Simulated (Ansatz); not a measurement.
# Mo2C(OH)2 MXene monolayer in a perpendicular field, part 2 of 2

Aim: how the Mo2C(OH)2 MXene monolayer screens a field along its normal, and what the field does to its bands. A positive field points along +c.

Ansatz 0.2.0; plane-wave DFT, PBE-D3(BJ), Ansatz PAW.

So far. Step 2 (Relaxing the slab): The lattice constant a goes from 3.025 to 2.926 Å.

## Step 3: Single point, field 0

A sawtooth potential applies the field, turning back in the middle of the vacuum. With the dipole correction the typed value is the field outside the slab. The induced dipole is small, so the SCF threshold is tight.

The cell differs from the one that the last finished run ended in (c 43.979 → 25.444 Å).

File input.yaml:

```yaml
crystal:
  lattice:
    - [2.9262459003, 0.0, 0.0]
    - [-1.4631229502, 2.5342032874, 0.0]
    - [0.0, 0.0, 25.4442533609]
  atoms:
    - { symbol: H, position: [0.3333333333, 0.6666666667, 0.3537144467] }
    - { symbol: O, position: [0.3333333333, 0.6666666667, 0.3921989738] }
    - { symbol: Mo, position: [0.6666666667, 0.3333333333, 0.4491397721] }
    - { symbol: C, position: [0.0, 0.0, 0.5] }
    - { symbol: Mo, position: [0.3333333333, 0.6666666667, 0.5508602279] }
    - { symbol: O, position: [0.6666666667, 0.3333333333, 0.6078010262] }
    - { symbol: H, position: [0.6666666667, 0.3333333333, 0.6462855533] }
kpoints:
  mp_grid: { grid: [18, 18, 1] }
  band_path:
    path: [[0, 0, 0], [0.5, 0, 0], [0.33333333, 0.33333333, 0], [0, 0, 0]]
    npoints: 16
hamiltonian:
  xc: pbe
  dispersion: d3bj
scf:
  occupations: { method: fermi_dirac, width: 0.02585 }
  convergence: { dr2_threshold: 1.0e-10 }
efield:
  axis: 3
  dipole_correction: true
  ramp_position: 0.97
  ramp_width: 0.06
  amplitude: 0
output:
  dos: { projected: true, e_range: [-6, 5] }
  write_potential: true
  write_density: true
  volumetric_format: npy
  elf: true
```

On the command line:

```sh
ansatz run input.yaml --threads 2 --pin off --max-ram 3072MiB --backend cpu --events-out ev --progress --plain --runs-dir out
```

Numbers of over 12 decimals in the logs are rounded to 6 here.

What it wrote:

```text
[...]
Crystal: 7 atoms, lattice volume = 188.687 Å³
Basis set: ecut = 420 eV, 3661 PW (Γ)
Bands: 30, of which v1, the nominal top of the filled ones, is band 23 counted from 1 (22 counted from 0)
Symmetry: 6 space group operations
k-points: 37 of 324 (time reversal used)
[...]
SCF iter   1: F=—  HF=-11329.686465 eV  |F-HF|=—  |Δ(HF+E_count)|=         —  Δρ=7.87e-3  dr2=1.17e-1  ethr=1.77e-3  p=0.000 e·Å  D=2.18e-13 V/Å  ΔV_dip=-0.00 eV  dr2_dipole=1.23e-8  V_vac-E_F(+/−)=1.84/1.84 eV  ⟨swp⟩=7.6  Hψ=5445  notcnv=0  defer=2
efield: sawtooth ramp at fractional position 0.9700 (set: `efield.ramp_position`, or a place that a band, a saddle search or an elastic batch's reference lends), width 0.0600; the density the first Hamiltonian is built on has a dipole p = 0.000 e·Å; the dipole correction subtracts the counter field D = 2.18e-13 V/Å, which shifts the + side's vacuum level by -0.00 eV against the − side's; the planar-averaged density in the ramp window peaks in size at 1.7e-5 e/Å³
[...]
SCF iter   2: F=—  HF=-11329.671720 eV  |F-HF|=—  |Δ(HF+E_count)|=   1.47e-2  Δρ=1.91e-3  dr2=1.46e-2  ethr=2.55e-4  p=0.000 e·Å  D=8.99e-7 V/Å  ΔV_dip=-0.00 eV  dr2_dipole=2.20e-8  V_vac-E_F(+/−)=1.93/1.93 eV  ⟨swp⟩=2.8  Hψ=2144  notcnv=0  defer=33
[...]
SCF iter  12: F=-11329.670934 eV  HF=-11329.670934 eV  |F-HF|=2.36e-11  |Δ(HF+E_count)|=  1.07e-10  Δρ=6.86e-8  dr2=4.20e-11  ethr=1.00e-12  p=0.000 e·Å  D=9.18e-9 V/Å  ΔV_dip=-0.00 eV  dr2_dipole=4.97e-16  V_vac-E_F(+/−)=2.15/2.15 eV  ⟨swp⟩=8.7  Hψ=3174  notcnv=0
SCF 1 converged in 12 iterations: F = -11329.670934 eV  dr2 = 4.20e-11
[...]
NSCF: frozen V_eff on 49 k-points
efield: sawtooth ramp at fractional position 0.9700 (kept from the solve that this one continues, or follows in the run), width 0.0600; the density the first Hamiltonian is built on has a dipole p = 0.000 e·Å; the dipole correction subtracts the counter field D = 9.18e-9 V/Å, which shifts the + side's vacuum level by -0.00 eV against the − side's; the planar-averaged density in the ramp window peaks in size at 1.1e-6 e/Å³
WARN: The output density's exchange-correlation potential varies sharply where the density is thin. Do not read a vacuum level from v_tot or v_xc, or from such a field of the output density. On a cell that repeats whose density bears no net charge and no dipole along the vacuum's axis use v_es (v_loc + v_h of the components); under efield.dipole_correction with no amplitude use v_es + v_field, which holds any externa [...]
SCF converged after 12 iterations
Free energy (F): -11329.670934 eV
[...]
Internal energy: -11329.661198 eV  (E = F + TS)
E sigma→0 (E₀):  -11329.666066 eV
Entropy (-TS):   -0.009736 eV (-1.391 meV/atom)
Fermi energy:    3.472979 eV
Dipole field:    D = 0.000000 V/Å  (p = 0.000000 e·Å, saw-weighted, corrected)
Work function:   Φ+ = 2.1519 eV   Φ− = 2.1519 eV
Levels:          The Fermi level and band energies are counted from a zero that moves with the ramp; work functions are not
[...]
--- Band table (eV; the first three rows and the last of 37) ---
  k-point 0: bands = [... 19 lower, 0.2949, 0.2949, 1.8592, 1.8592, 3.5363, 3.5438, 3.5607, 3.5607, ... 3 higher]
  k-point 1: bands = [... 19 lower, 0.2163, 0.3837, 1.7836, 1.9403, 3.4056, 3.5135, 3.5908, 3.6576, ... 3 higher]
  k-point 2: bands = [... 19 lower, 0.0362, 0.4993, 1.6073, 2.1608, 3.1934, 3.4698, 3.6774, 3.9039, ... 3 higher]
  k-point 36: bands = [... 19 lower, -1.9735, 2.4645, 3.2060, 3.2060, 3.8024, 4.3082, 4.3082, 6.7280, ... 3 higher]
```

Wall time 13 s (2 threads of Intel Xeon Platinum 8375C at 2.90GHz (Ice Lake), shared host); peak memory 0.64 GiB.

This step gave:

```yaml
energy_at_zero_smearing: -11329.6661 eV
work_function_upper_face: 2.152 eV
dipole_along_the_normal: 4.18e-8 e·Å
```

Running mean over a fixed 2.7 Å (it still follows the layers) of the planar mean; the ramp of the sawtooth is left out. The electron's electrostatic potential energy less the Fermi level by z:

```
z (Å)  electron's electrostatic potential energy less the Fermi level (eV)
    3                                                                 2.15
    4                                                                 2.15
    5                                                                 2.13
    6                                                                 2.08
    7                                                                 1.84
    8                                                                0.798
    9                                                                -1.79
   10                                                                -7.25
   11                                                                -13.0
   12                                                                -14.4
   13                                                                -14.9
   14                                                                -13.7
   15                                                                -10.7
   16                                                                -3.31
   17                                                              -0.0430
   18                                                                 1.51
   19                                                                 2.01
   20                                                                 2.12
   21                                                                 2.14
   22                                                                 2.15
```

The density of states has structure finer than the step of the table below, so its rows give means over 0.25 eV, whole bins alone (the curve runs from -6 to 0.51 eV). Peaks (eV: height): -5.860: 12.1, -5.700: 8.96, -5.590: 13.2, -5.310: 11.9, -0.840: 5.79, -0.020: 8.57, 0.230: 8.48.

Density of states against energy, zero at the Fermi level; means over each step:

energy (eV), density of states (states/eV a cell) and a bar:
```
    -5.75        7.4 ###########################
    -5.50        8.3 ##############################
    -5.25        7.9 #############################
    -5.00        3.2 ##########
    -4.75        1.4 ###
    -4.50        1.4 ###
    -4.25        1.0 #
    -4.00        0.8 #
    -3.75        1.0 #
    -3.50        1.8 #####
    -3.25        1.3 ###
    -3.00        1.7 ####
    -2.75        1.2 ##
    -2.50        0.8 #
    -2.25        0.6 
    -2.00        1.7 ####
    -1.75        1.3 ###
    -1.50        1.1 ##
    -1.25        1.1 ##
    -1.00        1.5 ###
    -0.75        3.8 ############
    -0.50        2.4 #######
    -0.25        2.5 #######
     0.00        3.4 ###########
     0.25        4.7 ################
```

Projected DOS per atom over height of the atomic layer and energy from the Fermi level. Layers: H O Mo C Mo O H from below.

Ten even steps from '_' (0.00 states/eV) to '@' (2.14 states/eV), each cell a mean:
```
__..##__##..__
____##..##____
____==__==____
____==__==____
____**..**____
____::__::____
____::__::____
____::__::____
____::__::____
____..__..____
____..__..____
____::__::____
____......____
__....::....__
______..______
____..__..____
____......____
____::..::____
__--::..::--__
__@@++++++@@__
__%%**@@**%%__
__##++%%++##__
```
Columns: height of the atomic layer (Å) from 9 to 16.4 (not evenly spaced); rows upwards: energy from the Fermi level (eV) from -5.96 to 0.52.

The electronic bands at the labelled points (eV, zero at the Fermi level):

```
  point  band 20  band 21  band 22  band 23  band 24  band 25  band 26  band 27
      Γ    -3.18    -3.18    -1.61    -1.61     0.06     0.07     0.09     0.09
halfway    -3.74    -3.50    -1.38    -0.32    -0.27     0.00     0.70     1.10
      M    -4.57    -3.59    -0.87     1.45     1.71     1.73     2.06     2.69
halfway    -5.31    -2.58    -0.52     0.48     0.94     1.27     1.52     2.67
      K    -5.45    -1.01    -0.27    -0.27     0.33     0.84     0.84     3.25
halfway    -4.68    -2.32    -2.13    -0.77     0.28     0.70     0.96     0.99
      Γ    -3.18    -3.18    -1.61    -1.61     0.06     0.07     0.09     0.09
```

Valence density in the ca plane at fractional y = 0.333, with atoms of Mo and O and H within 0.2 Å of it. It is the smooth field of the valence electrons, not physical close to the nuclei.

Ten steps, logarithmic in the rise over the least value, from '0' (0.0 e/Å³) to '9' (6.7 e/Å³), each cell a mean:
```
00000000000000000000011234677644334434665321
00000000000000000000001135899863333346897642
00000000000000000000001136899963223347998752
00000000000000000000001235899853333346887542
00000000000000000000012234577644444444554321
00000000000000000000123443344444445543332100
00000000000000000000123444333445556653221000
00000000000000000000112343344444445543332110
```
Columns run along c (16.0 Å, from fractional 0.06 to 0.69 of the cell), rows up along a (2.9 Å). Atoms in or near the plane, at fractional coordinates: Mo at (0.45, 0.67), O at (0.61, 0.67), H at (0.65, 0.67).

ELF in the ca plane at fractional y = 0.333, with atoms of Mo and O and H within 0.2 Å of it. It is the smooth field of the valence electrons, not physical close to the nuclei.

Ten even steps from '0' (0.00) to '9' (0.96), each cell a mean:
```
00001221466323322115886553100000000000000000
00000014766631122137768996200000000000000000
00000015745731112237548998310000000000000000
00000113677622222127877886200000000000000000
00012321355234322214775442000000000000000000
01124652122356423421231100000000000000000000
01235773123467523521000000000000000000000000
00124652122256423311332100000000000000000000
```
Columns run along c (16.0 Å, from fractional 0.31 to 0.94 of the cell), rows up along a (2.9 Å). Atoms in or near the plane, at fractional coordinates: Mo at (0.45, 0.67), O at (0.61, 0.67), H at (0.65, 0.67).

Electrostatic potential energy in the ca plane at fractional y = 0.333, with atoms of Mo and O and H within 0.2 Å of it. With pseudopotentials it is smooth inside the atoms' cores, unlike the true potential.

Ten even steps from '0' (-51 eV) to '9' (6 eV), each cell a mean:
```
99999999999999999974225899988887799999999999
99999999999999999850001699999962145699999999
99999999999999999840000699999940021489999999
99999999999999999861002799999973256799999999
99999999999999999985336899888888899999999999
99999999999999999998888988766789999999999999
99999999999999999999999988755689999999999999
99999999999999999998778998766789999999999999
```
Columns run along c (16.0 Å, from fractional 0.16 to 0.79 of the cell; values clipped at the 3rd and 97th percentile), rows up along a (2.9 Å). Atoms in or near the plane, at fractional coordinates: Mo at (0.45, 0.67), O at (0.61, 0.67), H at (0.65, 0.67).

The work function of the upper face is 2.15 eV.

## Step 4: Single point, field 0.1 V/Å

Edit input.yaml of step 3 so:

```diff
@@ -29,5 +29,4 @@
   ramp_width: 0.06
-  amplitude: 0
+  amplitude: 0.1
 output:
-  dos: { projected: true, e_range: [-6, 5] }
   write_potential: true
@@ -35,2 +34 @@
   volumetric_format: npy
-  elf: true
```

What it wrote:

```text
[...]
Crystal: 7 atoms, lattice volume = 188.687 Å³
Basis set: ecut = 420 eV, 3661 PW (Γ)
Bands: 30, of which v1, the nominal top of the filled ones, is band 23 counted from 1 (22 counted from 0)
Symmetry: 6 space group operations
k-points: 37 of 324 (time reversal used)
[...]
k-point 0: bands = [... 19 lower, 0.2842, 0.2842, 1.8482, 1.8482, 3.4948, 3.5496, 3.5496, 3.5696, ... 3 higher]
  k-point 1: bands = [... 19 lower, 0.2056, 0.3729, 1.7726, 1.9293, 3.3936, 3.5029, 3.5798, 3.6508, ... 3 higher]
  k-point 2: bands = [... 19 lower, 0.0255, 0.4885, 1.5965, 2.1498, 3.1834, 3.4592, 3.6664, 3.8914, ... 3 higher]
  k-point 36: bands = [... 19 lower, -1.9845, 2.4537, 3.1939, 3.1964, 3.7916, 4.2965, 4.2978, 6.7152, ... 3 higher]
[key lines of the parts left out:]
SCF converged after 17 iterations
Free energy (F): -11329.673555 eV
Fermi energy:    3.462192 eV
Dipole field:    D = 0.050278 V/Å  (p = 0.052427 e·Å, saw-weighted, corrected)
```

Elapsed: 16 s, on 2 threads; peak memory 0.61 GiB.

The dipole is 0.0524 e·Å.

## Step 5: Single point, field -0.1 V/Å

Edit input.yaml of step 4 so:

```diff
@@ -29,3 +29,3 @@
   ramp_width: 0.06
-  amplitude: 0.1
+  amplitude: -0.1
 output:
```

What it wrote:

```text
[...]
Crystal: 7 atoms, lattice volume = 188.687 Å³
Basis set: ecut = 420 eV, 3661 PW (Γ)
Bands: 30, of which v1, the nominal top of the filled ones, is band 23 counted from 1 (22 counted from 0)
Symmetry: 6 space group operations
k-points: 37 of 324 (time reversal used)
[...]
k-point 0: bands = [... 19 lower, 0.2842, 0.2842, 1.8482, 1.8482, 3.4948, 3.5496, 3.5496, 3.5696, ... 3 higher]
  k-point 1: bands = [... 19 lower, 0.2056, 0.3729, 1.7726, 1.9293, 3.3936, 3.5029, 3.5798, 3.6508, ... 3 higher]
  k-point 2: bands = [... 19 lower, 0.0255, 0.4885, 1.5965, 2.1498, 3.1834, 3.4592, 3.6664, 3.8914, ... 3 higher]
  k-point 36: bands = [... 19 lower, -1.9845, 2.4537, 3.1939, 3.1964, 3.7916, 4.2965, 4.2978, 6.7152, ... 3 higher]
[key lines of the parts left out:]
SCF converged after 17 iterations
Free energy (F): -11329.673555 eV
Fermi energy:    3.462193 eV
Dipole field:    D = -0.050278 V/Å  (p = -0.052428 e·Å, saw-weighted, corrected)
```

Run time: 16 s. Hardware: 2 threads; peak memory 0.61 GiB; 31 s of CPU time.

The dipole is -0.0524 e·Å.

## Step 6: Response, atoms held

This step: plane-wave DFT, PBE-D3(BJ), Ansatz PAW; response to a field along the normal, atoms held (Ansatz 0.2.0).

The dipoles give the slope, and the difference of two potentials shows where the field is screened.

This step gave:

```
equivalent conductor thickness p/(ε₀AE) : 12.79 Å
distance between the outer atoms        : 7.444 Å
```

The dipole of the cell by applied field:

```
applied field (V/Å)  dipole of the cell (e·Å)
            -0.1000                   -0.0524
             0.0000                         0
             0.1000                    0.0524
```

Local field over the applied field, running mean. From the potentials at -0.1 and 0.1 V/Å; running mean over 2.5 Å. The local field over applied field by z:

```
z (Å)  local field over applied field
  4.5                           0.949
  5.0                           0.912
  5.5                           0.852
  6.0                           0.759
  6.5                           0.624
  7.0                           0.447
  7.5                           0.247
  8.0                          0.0670
  8.5                         -0.0627
  9.0                          -0.134
  9.5                          -0.149
 10.0                          -0.126
 10.5                         -0.0860
 11.0                         -0.0536
 11.5                         -0.0296
 12.0                         -0.0114
 12.5                         0.00781
 13.0                         0.00656
 13.5                         -0.0138
 14.0                         -0.0313
 14.5                         -0.0571
 15.0                         -0.0901
 15.5                          -0.130
 16.0                          -0.149
 16.5                          -0.130
 17.0                         -0.0505
 17.5                          0.0844
 18.0                           0.269
 18.5                           0.469
 19.0                           0.641
 19.5                           0.771
 20.0                           0.860
 20.5                           0.917
 21.0                           0.952
```

The induced electron density oscillates, so the rows of the table below give means over windows of 0.5 Å about each position, cut where the curve ends. Its maxima inside the range that stand out by 2 % of the span (Å: e/Å³ per V/Å): 7.77: 0.00295, 9.61: 1.7e-4, 10.46: 7.5e-4, 14.14: 0.00105, 15.41: 0.00171, 16.26: 0.00120. Its minima: 9.19: -0.00120, 10.04: -0.00171, 11.31: -0.00105, 14.98: -7.5e-4, 15.83: -1.7e-4, 17.67: -0.00295.

Electrons, planar mean, per unit field. Table of induced electron density by z; means over each step:

```
z (Å)  induced electron density (e/Å³ per V/Å)
  4.5                                   2.5e-4
  5.0                                   4.1e-4
  5.5                                   6.9e-4
  6.0                                  0.00110
  6.5                                  0.00169
  7.0                                  0.00235
  7.5                                  0.00284
  8.0                                  0.00274
  8.5                                  0.00141
  9.0                                  -7.8e-4
  9.5                                  -3.7e-4
 10.0                                  -9.7e-4
 10.5                                   4.7e-4
 11.0                                  -4.7e-4
 11.5                                  -6.8e-4
 12.0                                  -1.1e-4
 12.5                                  -7.1e-5
 13.0                                   8.2e-5
 13.5                                   1.3e-4
 14.0                                   7.6e-4
 14.5                                   3.0e-4
 15.0                                  -3.8e-4
 15.5                                   9.3e-4
 16.0                                   5.0e-4
 16.5                                   6.0e-4
 17.0                                 -0.00161
 17.5                                 -0.00281
 18.0                                 -0.00281
 18.5                                 -0.00228
 19.0                                 -0.00161
 19.5                                 -0.00105
 20.0                                  -6.5e-4
 20.5                                  -3.9e-4
 21.0                                  -2.3e-4
```

By hand: between -0.1 and 0.1 V/Å the dipole changes by 0.1049 e·Å, a slope of 0.5243 e·Å²/V. A perfect conductor of thickness t has p = ε₀AEt, so t = 180.95 × 0.5243 / 7.416 = 12.79 Å (e/ε₀ = 180.95 V·Å, A in Å²).

The induced dipole is that of a conductor 12.79 Å thick.

## Step 7: Summary of results

```json
{
  "gap without field": "none",
  "work function, upper face": "2.15 eV",
  "equivalent conductor thickness, atoms held": "12.8 Å"
}
```

In words: The induced dipole equals that of a perfect conductor 12.79 Å thick, while the outer atoms lie 7.44 Å apart. There is no gap over 0.03 eV, with or without the field. The main runs have no spin polarisation; a magnetic state could lie lower and would change these results. Spin-orbit coupling is left out, which matters for the bands of elements this heavy. The MXene's terminations sit over the metal atoms of its far layer; the site over carbon or nitrogen, which some compounds prefer, was not run.

[Logs are printed without paths, hosts, clocks, repeated set-up lines and the standing remarks that a program may print on its own settings, such as how far it seeks lower states.]

[Hosts, paths, dates, database ids (printed as entryN), source tags and the programs' standing remarks are cut or masked in the printed files.]

[Maps of the electrostatic potential energy from Ansatz leave out the sawtooth potential of an applied field or a dipole correction, so their vacuum need not be flat; planar profiles and work functions include it.]

[The density of states shown here was stored with 400 of the rows of the run's finer table, so its peaks can read low, often by over a quarter, or be missed, and its means over a window can be off by a tenth or more.]
